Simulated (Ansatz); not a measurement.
## V2CdP2, from a guessed structure to a relaxed one

Starting from a made-up structure for V2CdP2, the aim is the relaxed cell, its shortest contacts and, where a second run follows, its electronic structure.

Main program and level: Ansatz 0.2.0; DFT, PBEsol, plane-wave PAW, files of the set soft_1, scalar-relativistic, ferromagnetic start, cell and ions relaxed at zero pressure; PAW set soft_1.

## Step 1: Set-up

Symmetry: I4/mmm, No. 139, tetragonal system. The conventional cell has a = 3.596 Å, b = 3.596 Å, c = 11.657 Å, α = 90.00°, β = 90.00°, γ = 90.00°. Cd has 8 P at 3.00 Å nearest. Nearest to V lie 4 P at 2.24 Å. Nearest to P lie 4 V at 2.24 Å and 4 Cd at 3.00 Å. Farther neighbours are not listed.

## Step 2: Relaxing cell and atoms

The guessed cell has no reason to be at equilibrium. It is relaxed with the atoms, within the space group of the guess.

input.yaml

```yaml
crystal:
  lattice:
    - [-1.798, 1.798, 5.8285]
    - [1.798, -1.798, 5.8285]
    - [1.798, 1.798, -5.8285]
  atoms:
    - { symbol: Cd, position: [0.0, 0.0, 0.0] }
    - { symbol: V, position: [0.75, 0.25, 0.5], spin: 2.0 }
    - { symbol: V, position: [0.25, 0.75, 0.5], spin: 2.0 }
    - { symbol: P, position: [0.6358, 0.6358, 0.0] }
    - { symbol: P, position: [0.3642, 0.3642, 0.0] }
magnetization:
  spin_polarized: true
kpoints:
  mp_grid: { grid: [10, 10, 10] }
scf:
  occupations: { method: fermi_dirac, width: 0.05 }
hamiltonian:
  xc: pbesol
  pseudopotentials: { kind: paw, azcp: { folder: soft_1 }, xc_functional: pbe }
relax:
  f_tol: 0.015
  max_steps: 70
  cell: {}
output:
  forces: true
  stress: true
```

Started as:

```
> ansatz run input.yaml --threads 4 --pin off --max-ram 8192MiB --backend cpu --events-out ev --progress --plain --runs-dir out
```

Numbers of over 12 decimals in the logs are rounded to 6 here.

Log:

```text
basis.fft_grid_basis auto: the FFT boxes are laid along the combinations [[1, 0, 1], [0, 1, 1], [0, 0, 1]] of the cell's own vectors, 3.596, 3.596 and 6.359 Å long. The dense box has 25×25×45 points. Along the cell's own vectors, as sized, it would have 45×45×45, 3.24 times as many. Of the 16 symmetry operations that the crystal satisfies within crystal.symmetry.tolerance (time reversal apart; of a slab, those that k [...]
Engine: ansatz 0.2.0, aarch64-unknown-linux-gnu
Pseudopotentials: kind: paw
Pseudopotential: Cd, paw, valence charge 20, recommended cutoff 420 eV (normal), soft_1/Cd.paw.azcp
Pseudopotential: V, paw, valence charge 13, recommended cutoff 420 eV (normal), soft_1/V.paw.azcp
Pseudopotential: P, paw, valence charge 5, recommended cutoff 420 eV (normal), soft_1/P.paw.azcp
Functional definition: PBEsol
  exchange = pbesol_x
  correlation = pbesol_c
Crystal: 5 atoms, lattice volume = 75.370 Å³
Basis set: ecut = 420 eV, 1463 PW (Γ), FFT grids on a1+a3, a2+a3, a3, exchange–correlation on 50×50×90 points (8 copies of the dense FFT grid, shifted against one another)
Bands: 36, of which v1, the nominal top of the filled ones, is band 28 counted from 1 (27 counted from 0)
Symmetry: 16 space group operations
Space group: I4/mmm (ITA 139), of the structure as read, at distance tolerance 4.2e-5 Å
Magnetic group: BNS 139.531 (UNI 1191), of the structure as read, at distance tolerance 4.2e-5 Å
k-points: 102 of 1000
Non-local potential: Cd, projectors of the file, l = 0: 3, l = 1: 2, l = 2: 2, l = 3: 1
Non-local potential: V, projectors of the file, l = 0: 3, l = 1: 2, l = 2: 3, l = 3: 1
Non-local potential: P, projectors of the file, l = 0: 2, l = 1: 2, l = 2: 1
PAW form: soft (Blöchl's): semilocal exchange-correlation on the pseudo side does not see the compensation charge
PAW frozen core: Cd, regenerated for the run's functional, and the local potential with it (the file was generated under x = pbe(κ = 0.804, μ = 0.219515), c = pbe(β = 0.066725))
PAW frozen core: V, regenerated for the run's functional, and the local potential with it (the file was generated under x = pbe(κ = 0.804, μ = 0.219515), c = pbe(β = 0.066725))
PAW frozen core: P, regenerated for the run's functional, and the local potential with it (the file was generated under x = pbe(κ = 0.804, μ = 0.219515), c = pbe(β = 0.066725))
PAW one-centre angular grid: Cd, 590 points (default); XC on 64 Gauss nodes
PAW one-centre angular grid: V, 590 points (default); XC on 64 Gauss nodes
PAW one-centre angular grid: P, 110 points (default); XC on 64 Gauss nodes
Initial density: superposition of atomic densities (chi_scale 0.1, normalization cell)
Starting moments: Σ|m| = 4 μB on 2 of 5 sites
Initial wavefunctions: pseudopotential atomic-orbital guess
Functional: x = pbesol(κ = 0.804, μ = 0.123457), c = pbesol(β = 0.046)
SCF iter   1: F=—  HF=-15434.535051 eV  |F-HF|=—  |Δ(HF+E_count)|=         —  Δρ=4.97e-2 (↑4.84e-2 ↓4.97e-2)  dr2=1.37e1  dr2_m=7.95e-1  M=2.427 μB ∫|m|=2.673 μB  β_m=0.30  ethr=3.10e-3  ⟨swp⟩=6.9  Hψ=31565  notcnv=0  defer=1
Mixer restart at iter 1: flushing history
preconditioner: auto → Kerker (q_TF=auto, 2.597 Å⁻¹)  [metal: Δε(μ)=0.004 eV  Ē_g=8.000 eV  σ=0.050 eV  W_gap=0.02  n_scr=24 (ndim 8)  ℏωp=24.2 eV  f_vac=0.000  D(μ)=3.29/eV (n_scr^D=32)]
spin=Collinear: Kerker preconditioning applied to the charge; magnetization (m = ρ↑ − ρ↓) channel mixes plain (no charge-response kernel on spin).
SCF iter   2: F=—  HF=-15434.658489 eV  |F-HF|=—  |Δ(HF+E_count)|=   1.23e-1  Δρ=4.31e-2 (↑3.30e-2 ↓4.31e-2)  dr2=1.12e1  dr2_m=4.75e-1  M=2.286 μB ∫|m|=2.544 μB  β_m=0.65  ethr=3.10e-3  ⟨swp⟩=2.1  Hψ=10231  notcnv=0  defer=282
SCF iter   3: F=—  HF=-15434.935641 eV  |F-HF|=—  |Δ(HF+E_count)|=   2.77e-1  Δρ=2.14e-2 (↑2.14e-2 ↓1.64e-2)  dr2=2.02e0  dr2_m=1.39e-1  M=1.456 μB ∫|m|=1.693 μB  β_m=0.69  ethr=3.10e-3  ⟨swp⟩=4.0  Hψ=14772  notcnv=0  defer=282
SCF iter   4: F=—  HF=-15434.096541 eV  |F-HF|=—  |Δ(HF+E_count)|=   8.39e-1  Δρ=1.65e-2 (↑1.65e-2 ↓8.24e-3)  dr2=2.62e-1  dr2_m=5.66e-2  M=0.784 μB ∫|m|=0.955 μB  β_m=0.84  ethr=3.10e-3  ⟨swp⟩=3.5  Hψ=13124  notcnv=0  defer=193
SCF iter   5: F=—  HF=-15435.031915 eV  |F-HF|=—  |Δ(HF+E_count)|=         —  Δρ=2.25e-2 (↑2.25e-2 ↓9.52e-3)  dr2=2.48e-1  dr2_m=1.68e-1  M=0.227 μB ∫|m|=0.318 μB  β_m=0.84  ethr=4.68e-4  ⟨swp⟩=3.8  Hψ=13924  notcnv=0  defer=161
Mixer restart at iter 5: flushing history
SCF iter   6: F=—  HF=-15435.065185 eV  |F-HF|=—  |Δ(HF+E_count)|=   3.33e-2  Δρ=8.71e-3 (↑4.64e-3 ↓8.71e-3)  dr2=2.93e-2  dr2_m=2.45e-2  M=0.093 μB ∫|m|=0.136 μB  β_m=0.92  ethr=4.43e-4  ⟨swp⟩=3.3  Hψ=14477  notcnv=0  defer=161
SCF iter   7: F=—  HF=-15435.056945 eV  |F-HF|=—  |Δ(HF+E_count)|=   8.24e-3  Δρ=4.64e-3 (↑4.64e-3 ↓1.14e-3)  dr2=2.43e-2  dr2_m=3.37e-3  M=0.033 μB ∫|m|=0.050 μB  β_m=0.89  ethr=5.24e-5  ⟨swp⟩=3.1  Hψ=15599  notcnv=0  defer=119
SCF iter   8: F=—  HF=-15435.049417 eV  |F-HF|=—  |Δ(HF+E_count)|=   7.53e-3  Δρ=9.64e-4 (↑5.74e-4 ↓9.64e-4)  dr2=2.12e-3  dr2_m=3.69e-5  M=0.004 μB ∫|m|=0.007 μB  β_m=0.95  ethr=4.34e-5  ⟨swp⟩=2.2  Hψ=13577  notcnv=0  defer=119
SCF iter   9: F=—  HF=-15435.050108 eV  |F-HF|=—  |Δ(HF+E_count)|=   6.91e-4  Δρ=5.08e-4 (↑3.39e-4 ↓5.08e-4)  dr2=8.74e-4  dr2_m=6.45e-6  M=0.002 μB ∫|m|=0.003 μB  β_m=0.97  ethr=3.78e-6  ⟨swp⟩=2.8  Hψ=12427  notcnv=0  defer=119
SCF iter  10: F=—  HF=-15435.050053 eV  |F-HF|=—  |Δ(HF+E_count)|=   5.47e-5  Δρ=1.66e-4 (↑1.23e-4 ↓1.66e-4)  dr2=9.52e-5  dr2_m=9.24e-7  M=0.001 μB ∫|m|=0.001 μB  β_m=0.86  ethr=1.56e-6  ⟨swp⟩=2.0  Hψ=10198  notcnv=0  defer=119
SCF iter  11: F=—  HF=-15435.050031 eV  |F-HF|=—  |Δ(HF+E_count)|=   2.20e-5  Δρ=1.81e-5 (↑1.46e-5 ↓1.81e-5)  dr2=1.07e-6  dr2_m=7.32e-8  M=0.000 μB ∫|m|=0.000 μB  β_m=0.93  ethr=1.70e-7  ⟨swp⟩=2.1  Hψ=11673  notcnv=0  defer=119
SCF iter  12: F=—  HF=-15435.050031 eV  |F-HF|=—  |Δ(HF+E_count)|=   3.17e-8  Δρ=4.40e-6 (↑3.47e-6 ↓4.40e-6)  dr2=7.78e-8  dr2_m=4.51e-10  M=0.000 μB ∫|m|=0.000 μB  β_m=0.96  ethr=1.91e-9  ⟨swp⟩=2.0  Hψ=9496  notcnv=0  defer=119
SCF iter  13: F=—  HF=-15435.050031 eV  |F-HF|=—  |Δ(HF+E_count)|=   4.21e-9  Δρ=1.56e-6 (↑1.56e-6 ↓1.01e-6)  dr2=6.66e-9  dr2_m=3.79e-10  M=-0.000 μB ∫|m|=0.000 μB  β_m=0.98  ethr=1.39e-10  ⟨swp⟩=2.0  Hψ=8932  notcnv=0  defer=119
SCF iter  14: F=-15435.050031 eV  HF=-15435.050031 eV  |F-HF|=1.16e-10  |Δ(HF+E_count)|=   1.21e-9  Δρ=2.40e-7 (↑2.40e-7 ↓2.07e-7)  dr2=1.89e-10  dr2_m=1.64e-12  M=0.000 μB ∫|m|=0.000 μB  ethr=1.19e-11  ⟨swp⟩=1.5  Hψ=17756  notcnv=0
[...]
relax step   5: F+E_penalty+E_count = -15436.99087907 eV  Δ(F+E_penalty+E_count) = -9.971e-2 eV  max|allowed force component| = 1.373e0 eV/Å  Δτ_max = 0.0134 Å  P = -1.400 GPa  Ω = 74.949 Å³  energy of the carried Pulay correction = +2.732e-4 eV  (10 SCF iters, dr2 threshold 5.00e-7 eV, accepted)
relax step   6: F+E_penalty+E_count = -15437.04228979 eV  Δ(F+E_penalty+E_count) = -5.141e-2 eV  max|allowed force component| = 4.192e-1 eV/Å  Δτ_max = 0.0759 Å  P = +0.716 GPa  Ω = 74.550 Å³  energy of the carried Pulay correction = +5.342e-4 eV  (11 SCF iters, dr2 threshold 5.00e-7 eV, accepted)
relax step   7: F+E_penalty+E_count = -15437.05020257 eV  Δ(F+E_penalty+E_count) = -7.913e-3 eV  max|allowed force component| = 1.354e-2 eV/Å  Δτ_max = 0.0244 Å  P = -0.065 GPa  Ω = 74.681 Å³  energy of the carried Pulay correction = +4.489e-4 eV  (9 SCF iters, dr2 threshold 5.00e-7 eV, accepted)
relax step   8: F+E_penalty+E_count = -15437.05023787 eV  Δ(F+E_penalty+E_count) = -3.530e-5 eV  max|allowed force component| = 1.531e-3 eV/Å  Δτ_max = 0.0003 Å  P = +0.012 GPa  Ω = 74.648 Å³  energy of the carried Pulay correction = +4.702e-4 eV  (8 SCF iters, dr2 threshold 2.17e-8 eV, accepted)
relax step   9: F+E_penalty+E_count = -15437.06670148 eV  Δ(F+E_penalty+E_count) = -1.646e-2 eV  max|allowed force component| = 1.572e-4 eV/Å  Δτ_max = 0.0000 Å  P = +0.328 GPa  Ω = 74.648 Å³  stress off target by 5.16e-1 GPa  SCF on the basis re-selected at this cell (its energy is not comparable with the rows above)  (11 SCF iters)
relax step  10: F+E_penalty+E_count = -15437.06727509 eV  Δ(F+E_penalty+E_count) = -5.736e-4 eV  max|allowed force component| = 7.306e-4 eV/Å  Δτ_max = 0.0034 Å  P = +0.022 GPa  Ω = 74.830 Å³  energy of the carried Pulay correction = -1.036e-4 eV  (9 SCF iters, dr2 threshold 5.00e-7 eV, accepted)
relax step  11: F+E_penalty+E_count = -15437.06727680 eV  Δ(F+E_penalty+E_count) = -1.711e-6 eV  max|allowed force component| = 7.221e-5 eV/Å  Δτ_max = 0.0005 Å  P = -0.003 GPa  Ω = 74.846 Å³  energy of the carried Pulay correction = -1.134e-4 eV  (7 SCF iters, dr2 threshold 6.36e-9 eV, accepted)
iter 1 solved again at ethr=2.47e-7 eV; its pass at ethr=3.10e-3 eV (dr2=1.38e-4 eV) is discarded
SCF iter   1: F=—  HF=-15437.067398 eV  |F-HF|=—  |Δ(HF+E_count)|=         —  Δρ=6.90e-5 (↑6.90e-5 ↓6.90e-5)  dr2=3.18e-7  dr2_m=2.72e-12  M=-0.000 μB ∫|m|=0.000 μB  β_m=0.65  ethr=2.47e-7  ⟨swp⟩=3.6  Hψ=49468  notcnv=0
spin=Collinear: Kerker preconditioning applied to the charge; magnetization (m = ρ↑ − ρ↓) channel mixes plain (no charge-response kernel on spin).
SCF iter   2: F=—  HF=-15437.067405 eV  |F-HF|=—  |Δ(HF+E_count)|=   7.68e-6  Δρ=2.47e-5 (↑2.47e-5 ↓2.47e-5)  dr2=4.01e-8  dr2_m=1.23e-12  M=-0.000 μB ∫|m|=0.000 μB  β_m=0.65  ethr=5.67e-10  ⟨swp⟩=2.1  Hψ=10492  notcnv=0
SCF iter   3: F=—  HF=-15437.067406 eV  |F-HF|=—  |Δ(HF+E_count)|=   1.00e-6  Δρ=6.11e-7 (↑5.78e-7 ↓6.11e-7)  dr2=6.27e-10  dr2_m=8.31e-13  M=-0.000 μB ∫|m|=0.000 μB  β_m=0.74  ethr=7.16e-11  ⟨swp⟩=1.0  Hψ=7348  notcnv=0
SCF iter   4: F=—  HF=-15437.067406 eV  |F-HF|=—  |Δ(HF+E_count)|=   1.86e-8  Δρ=4.40e-7 (↑3.99e-7 ↓4.40e-7)  dr2=1.02e-9  dr2_m=6.13e-13  M=-0.000 μB ∫|m|=0.000 μB  β_m=0.74  ethr=1.12e-12  ⟨swp⟩=2.0  Hψ=11910  notcnv=0
SCF iter   5: F=—  HF=-15437.067406 eV  |F-HF|=—  |Δ(HF+E_count)|=   1.18e-9  Δρ=3.61e-7 (↑3.37e-7 ↓3.61e-7)  dr2=6.46e-10  dr2_m=3.82e-13  M=-0.000 μB ∫|m|=0.000 μB  β_m=0.87  ethr=1.12e-12  ⟨swp⟩=2.0  Hψ=9109  notcnv=0
SCF iter   6: F=—  HF=-15437.067406 eV  |F-HF|=—  |Δ(HF+E_count)|=  6.33e-10  Δρ=6.78e-8 (↑5.52e-8 ↓6.78e-8)  dr2=2.83e-11  dr2_m=7.45e-14  M=-0.000 μB ∫|m|=0.000 μB  β_m=0.89  ethr=1.12e-12  ⟨swp⟩=2.0  Hψ=10108  notcnv=0
SCF iter   7: F=-15437.067406 eV  HF=-15437.067406 eV  |F-HF|=3.64e-12  |Δ(HF+E_count)|=  1.82e-11  Δρ=2.80e-8 (↑2.31e-8 ↓2.80e-8)  dr2=4.62e-12  dr2_m=8.67e-15  M=-0.000 μB ∫|m|=0.000 μB  ethr=1.00e-12  ⟨swp⟩=3.0  Hψ=21694  notcnv=0
the starting moments were not kept: the SCF closed with an absolute magnetisation of 8.9e-7 μB, where they sum to 4 μB in size (2 sites). That is at most 0.1 of that sum. Measured as dr2_m measures the in/out step, that magnetisation stands 2.2e-13 eV from none, at or under the dr2_threshold of 5.0e-11 eV: it is no larger than a step whose dr2_m would equal this threshold.
SCF 12 converged in 7 iterations: F = -15437.067406 eV  dr2 = 4.62e-12
relax step  12: F+E_penalty+E_count = -15437.06740638 eV  Δ(F+E_penalty+E_count) = -1.296e-4 eV  max|allowed force component| = 3.254e-5 eV/Å  Δτ_max = 0.0000 Å  P = -0.002 GPa  Ω = 74.846 Å³  stress off target by 8.19e-3 GPa  SCF on the basis re-selected at this cell (its energy is not comparable with the rows above)  (7 SCF iters)
basis re-selected at this cell: Δ(F+E_penalty+E_count) = -1.296e-4 eV, ΔP = +0.001 GPa vs the last step (what re-selecting the basis moved, of the pressure what is left beyond the Pulay correction that the steps carried, after the strain that the cell walked since its last selection, with what the two solves' SCF thresholds leave and, on support functions, any second-order correction that the steps lacked; it is no m [...]
SCF converged after 7 iterations
Magnetization: -0.0000 μB (28.0000 up, 28.0000 down)
Absolute magnetization: 0.0000 μB (∫|ρ↑−ρ↓|, with the PAW one-centre terms)
Spin contamination: 0.0000 ħ² per cell (⟨S²⟩ above its minimum at these occupations)
Per-site moments (μB) at R_I (Å): [(-1.2328237931540446e-10, 1.251868), (-3.2709773425568393e-7, 0.968167), (-3.270977341290632e-7, 0.968167), (1.4403245378858768e-8, 0.918441), (1.4403245301571634e-8, 0.918441)]
Free energy (F): -15437.067406 eV
Harris-Foulkes:  -15437.067406 eV  (|F-HF|=3.64e-12)
Internal energy: -15437.033925 eV  (E = F + TS)
E sigma→0 (E₀):  -15437.050666 eV
Entropy (-TS):   -0.033481 eV (-6.696 meV/atom)
Fermi energy:    14.597641 eV
--- Per-component energies (eV) ---
  E_band       = -669.443653
  E_kinetic    = 1180.172803
  E_local      = -5656.423966  (includes V_loc(G=0)·N_el)
  E_nonlocal   = 355.456152
  E_hartree    = 2532.239551
  E_xc         = -533.247502
  E_vxc        = -614.588597  (∫ρ·V_xc dr)
  E_paw        = -7315.735258  (= ΣΔE_a)
  E_vpaw       = -998.541639  (= ΣTr[D̂ρ^β])
  E_aug_tail   = 0.002411  (compensation charges beyond the density's cutoff)
  E_ewald      = -6000.231627
  E_core_change = 0.733512  (= ΣΔE_core)
  E_smearing   = -0.033481  (= −TS)
  E_closure    = -0.000000  (closes the sum)
  Σ components = -15437.067406   (vs F -15437.067406, Δ=0.00e0)
--- Forces (eV/Å), atoms counted from 1 ---
  atom   1  Cd     0.00000000     0.00000000     0.00000000
  atom   2  V      0.00000000     0.00000000     0.00000000
  atom   3  V      0.00000000     0.00000000     0.00000000
  atom   4  P     -0.00000000    -0.00000000    -0.00003254
  atom   5  P     -0.00000000    -0.00000000     0.00003254
  max |Σ_I F_I| component: 6.25e-17 eV/Å
--- Stress (GPa, compression-positive) ---
        0.001715      -0.000000       0.000000
       -0.000000       0.001715       0.000000
        0.000000       0.000000      -0.008194
  P = ⅓ Tr σ = -0.0016 GPa (-0.016 kbar)
--- Relaxed structure (10 steps of the walk, 10 accepted, 2 SCFs on fresh bases) ---
  F+E_penalty+E_count = -15437.06740638 eV   max|allowed force component| = 3.254e-5 eV/Å   (the final SCF, on the basis selected at the relaxed cell)
  cell:  # Å, volume = 74.8459 Å³
    - [-1.996353, 1.996353, 4.694978]
    - [1.996353, -1.996353, 4.694978]
    - [1.996353, 1.996353, -4.694978]
  atoms:
    - { symbol: Cd, position: [1.2202738700360142e-18, 1.2202738700360142e-18, 0] }
    - { symbol: V, position: [0.75, 0.25, 0.5] }
    - { symbol: V, position: [0.25, 0.75, 0.5] }
    - { symbol: P, position: [0.618559, 0.618559, 0] }
    - { symbol: P, position: [0.381441, 0.381441, 0] }
```

Wall time 1.9 min (4 threads of Arm Neoverse V1, shared host); peak memory 0.69 GiB.

Step by step:

```csv
step,energy less that of the first step (eV),largest force component (eV/Å),pressure (GPa),volume (Å³)
1,0.0000,3.3744,17.68,75.37
2,-0.9131,1.5284,6.13,75.95
3,-1.4650,0.5722,0.82,75.30
4,-1.8411,0.4506,0.15,74.04
5,-1.9408,1.3727,-1.40,74.95
6,-1.9923,0.4192,0.72,74.55
7,-2.0002,0.0135,-0.07,74.68
8,-2.0002,0.0015,0.01,74.65
9*,-2.0167,0.0002,0.33,74.65
10,-2.0172,0.0007,0.02,74.83
11,-2.0172,0.0001,0.00,74.85
12*,-2.0174,0.0000,0.00,74.85
```

Relaxation steps marked * repeat the geometry before them on a plane-wave basis chosen anew for their cell, so energy and pressure can jump there.

The run keeps the 16 symmetry operations that it works with, so distortions that break them were not tested.

```csv
cell as run,before,after,change
a (Å),6.359,5.478,-13.8 %
b (Å),6.359,5.478,-13.8 %
c (Å),6.359,5.478,-13.8 %
α (°),147.15,137.26,-6.7 %
β (°),147.15,137.26,-6.7 %
γ (°),47.14,62.04,+31.6 %
volume (Å³/atom),15.07,14.97,-0.7 %
```

The atoms that moved most (Å, as changes of fractional coordinates times the final cell):

```csv
atom,dx,dy,dz,length
P4,0.000,0.000,-0.162,0.162
P5,0.000,0.000,0.162,0.162
```

Final coordinates:

```xyz
5
Lattice="-1.9964 1.9964 4.6950 1.9964 -1.9964 4.6950 1.9964 1.9964 -4.6950" Properties=species:S:1:pos:R:3 pbc="T T T"
Cd    0.0000    0.0000    0.0000
V     0.0000    1.9964    2.3475
V     1.9964    0.0000    2.3475
P     0.0000    0.0000    5.8082
P     0.0000    0.0000    3.5817
```

This step gave:

```
free energy             : -15437.0674 eV
energy at zero smearing : -15437.0507 eV
smearing term TS        : 0.03348 eV
Fermi energy            : 14.60 eV
electrons               : 56
symmetry operations     : 16
pressure                : -0.001588 GPa
```

The shortest distance of each pair, which need not be the same contact before and after:

```csv
pair,guess (Å),relaxed (Å)
P–P,3.166,2.227
P–V,2.237,2.347
V–V,2.543,2.823
Cd–P,2.995,3.035
Cd–V,3.424,3.082
```

The relaxation ends with a largest force component of 3.3e-5 eV/Å and a pressure of 0.00 GPa. The starting moments have collapsed: the run ends non-magnetic.

## Step 3: What came out

```json
{
  "space group, relaxed": "I4/mmm",
  "conventional cell": "a = 3.993, b = 3.993, c = 9.390 Å; α = 90.0°, β = 90.0°, γ = 90.0°",
  "volume per atom": "14.97 Å³ (guess 15.07)",
  "total moment": "0.00 μB in the cell of 5 atoms"
}
```

What this shows: V2CdP2 relaxes to I4/mmm with a = 3.993, b = 3.993 and c = 9.390 Å. The guessed volume was near the relaxed one. The space group I4/mmm was held in the relaxation, so the end point is a stationary structure within it and may be a saddle against distortions or other arrangements. The moments died out from this one start and weren't seeded again at the relaxed cell. Mesh and cutoff weren't tested. A vector of the cell changed its length by 14 %, more than the volume shows. No dispersion term is used, so weakly bound directions may come out too long. Nothing here tests whether the compound is stable against decomposition.

[Logs are printed without paths, hosts, clocks, repeated set-up lines and the standing remarks that a program may print on its own settings, such as how far it seeks lower states.]

[Hosts, paths, dates, database ids (printed as entryN), source tags and the programs' standing remarks are cut or masked in the printed files.]
